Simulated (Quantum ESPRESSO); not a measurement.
## Magnetic state of MnPSe3 from several starts

Wanted: the moments of MnPSe3 and the energy of each order that was tried.

Method: LDA with U = 4 eV on Mn d (ortho-atomic projectors); plane waves with GBRV 1.5 LDA potentials, no spin-orbit coupling, in Quantum ESPRESSO 7.5.

The experiments to compare with:

“Magnetic exchange interactions in the van der Waals layered antiferromagnet MnPSe3” (2020, arxiv:2010.08394) reports for MnPSe3, rhombohedral van der Waals layered, by neutron powder diffraction, magnetic refinement (powder annealed from the elements at 730 C): moment (ordered moment per Mn2+) 3.83 ± 0.03 μB [refined ordered moment, well below the 5 muB spin-only value; in-plane direction …].

Most raw output is cut from this account.

## (1) The starting structure

It takes space group R-3 (No. 148, trigonal). Conventional cell: a = 6.400 Å, b = 6.400 Å, c = 20.716 Å, α = 90.00°, β = 90.00°, γ = 120.00°. Nearest to Mn lie 6 Se at 2.73 to 2.74 Å. Nearest to P lie 3 Se at 2.19 Å and 1 P at 2.22 Å. Nearest to Se lie 1 P at 2.19 Å and 2 Mn at 2.73 to 2.74 Å. Farther neighbours and most contacts between anions are not listed.

The cell comes from Materials Project 2023-11-01, a database of computed structures, and need not be the stable phase.

## (2) Run 1, typed as ferro ++

The signs are those of the starting moments on the seeded atoms, the atoms that are given a moment.

Contents of pw.in:

```
&CONTROL
  calculation = 'scf'
  prefix = 'pwscf'
  outdir = './tmp'
  pseudo_dir = './pseudo'
  disk_io = 'nowf'
/
&SYSTEM
  ibrav = 0
  nat = 10
  ntyp = 3
  ecutwfc = 40
  ecutrho = 280
  nbnd = 56
  occupations = 'smearing'
  smearing = 'fd'
  degauss = 0.00367493
  nspin = 2
  starting_magnetization(1) = 0.3
  starting_magnetization(2) = 0
  starting_magnetization(3) = 0
/
&ELECTRONS
  conv_thr = 2d-08
  electron_maxstep = 150
  mixing_beta = 0.3
/
ATOMIC_SPECIES
Mn     54.9380 mn_lda_v1.5.uspp.F.UPF
P      30.9738 p_lda_v1.5.uspp.F.UPF
Se     78.9710 se_lda_v1.uspp.F.UPF
CELL_PARAMETERS angstrom
   3.1997804373    1.8473940968    6.9054975756
  -3.1997804373    1.8473940968    6.9054975756
   0.0000000000   -3.6947881936    6.9054975756
ATOMIC_POSITIONS crystal
Mn      0.8323828600    0.8323828600    0.8323828600
Mn      0.1676171400    0.1676171400    0.1676171400
P       0.5535793900    0.5535793900    0.5535793900
P       0.4464206100    0.4464206100    0.4464206100
Se      0.4151439300    0.7494138000    0.0889330100
Se      0.0889330100    0.4151439300    0.7494138000
Se      0.7494138000    0.0889330100    0.4151439300
Se      0.5848560700    0.2505862000    0.9110669900
Se      0.9110669900    0.5848560700    0.2505862000
Se      0.2505862000    0.9110669900    0.5848560700
K_POINTS automatic
4 4 4 0 0 0
HUBBARD {ortho-atomic}
U Mn-3d 4.0000
```

The run is started by

```bash
OMP_NUM_THREADS=1 mpirun -n 4 pw.x -nk 4 -in pw.in > pw.out
```

The job ended after 68 s (4 MPI ranks of Intel Xeon 6975P-C (Granite Rapids), shared host; peak memory 1.3 GiB).

Spin moment in the atom's sphere by atom:

```csv
atom,spin moment in the atom's sphere (μB)
Mn1,4.48
Mn2,4.48
P3,0.02
P4,0.02
Se5,0.03
Se6,0.03
Se7,0.03
Se8,0.03
Se9,0.03
Se10,0.03
```

This step gave:

| Property | Result |
| --- | --- |
| smearing term TS | 2.66e-6 eV |
| magnetization | 10 μB |
| absolute magnetization | 10.00 μB |
| final state | ferromagnetic |

## (3) Start 2: antiferro +−

pw.in, as its differences from that of step 2:

```diff
@@ -10,6 +10,6 @@
   nat = 10
-  ntyp = 3
+  ntyp = 4
   ecutwfc = 40
   ecutrho = 280
-  nbnd = 56
+  nbnd = 51
   occupations = 'smearing'
@@ -19,4 +19,5 @@
   starting_magnetization(1) = 0.3
-  starting_magnetization(2) = 0
+  starting_magnetization(2) = -0.3
   starting_magnetization(3) = 0
+  starting_magnetization(4) = 0
 /
@@ -28,3 +29,4 @@
 ATOMIC_SPECIES
-Mn     54.9380 mn_lda_v1.5.uspp.F.UPF
+Mn1    54.9380 mn_lda_v1.5.uspp.F.UPF
+Mn2    54.9380 mn_lda_v1.5.uspp.F.UPF
 P      30.9738 p_lda_v1.5.uspp.F.UPF
@@ -36,4 +38,4 @@
 ATOMIC_POSITIONS crystal
-Mn      0.8323828600    0.8323828600    0.8323828600
-Mn      0.1676171400    0.1676171400    0.1676171400
+Mn1     0.8323828600    0.8323828600    0.8323828600
+Mn2     0.1676171400    0.1676171400    0.1676171400
 P       0.5535793900    0.5535793900    0.5535793900
@@ -49,2 +51,3 @@
 HUBBARD {ortho-atomic}
-U Mn-3d 4.0000
+U Mn1-3d 4.0000
+U Mn2-3d 4.0000
```

It took 66 s on 4 MPI ranks; peak memory 1.3 GiB.

Spin moment in the atom's sphere by atom:

```csv
atom,spin moment in the atom's sphere (μB)
Mn1,4.45
Mn2,-4.45
P3,0.00
P4,0.00
Se5,0.00
Se6,0.00
Se7,0.00
Se8,0.00
Se9,0.00
Se10,0.00
```

Read from the output:

- smearing term TS: 6.59e-9 eV
- magnetization: 0 μB
- absolute magnetization: 9.564 μB
- final state: antiferromagnetic

## (4) Ranking

An order is kept where moments of 0.15 μB or more survive with the typed signs; meshes match where a doubled cell samples the same k points as the first cell.

Orders:

```csv
start,final state,typed order kept,energy over the lowest (meV a seeded atom),largest site moment (μB),net moment (μB a cell of the first run),mesh matched,CPU time (s)
ferro ++,ferromagnetic,yes,26.63,4.479,10,yes,270.2
antiferro +-,antiferromagnetic,yes,0,4.455,0,yes,263.9
```

## (5) Occupations of the corrected shells in the lowest state

Occupations of the Hubbard shells:

```csv
block,type,shell,spin,electrons,occupation numbers
1,Mn1,3d,up,4.968,0.992 0.992 0.994 0.994 0.995
1,Mn1,3d,down,0.3192,0.020 0.020 0.025 0.127 0.127
2,Mn2,3d,up,0.3192,0.020 0.020 0.025 0.127 0.127
2,Mn2,3d,down,4.968,0.992 0.992 0.994 0.994 0.995
```

## (6) Summary of results

```json
{
 "lowest state found": "antiferromagnetic (from antiferro +-)",
 "largest site moment": "4.45 μB",
 "next state with moments": "ferromagnetic, 26.6 meV a seeded atom higher"
}
```

In words: Only these 2 starts were compared; other wavevectors, canted and longer-period orders were not. A computed site moment is spin alone and hangs on the region that is counted: the program's spheres do not touch and miss the tail of the moment. Measured moments hold any orbital part as well, and belong to the order of the sample, which need not be the order of this run.

Calculation against experiment:

| quantity | measured | in the sphere | projected shell |
| --- | --- | --- | --- |
| moment (Mn) (μB) | 3.83 | 4.45 (+16.3 %) | 4.65 (+21.4 %) |

Measured values from arxiv:2010.08394 (2020).

How well it matches: For the moment, of the levels listed nearest comes in the sphere (+16.3 %) and farthest projected shell (+21.4 %). No cell relaxation is part of this session.

[Logs and program files are shortened in this print: banners, set-up blocks, solver, clock and traceback lines can be left out without a mark of their own.]

[Logs are printed without paths, hosts, clocks, repeated set-up lines and the standing remarks that a program may print on its own settings, such as how far it seeks lower states.]

[Hosts, paths, dates, database ids (printed as entryN), source tags and the programs' standing remarks are cut or masked in the printed files.]

[Where a cell is said to come from a database of computed structures, the database is the Materials Project.]
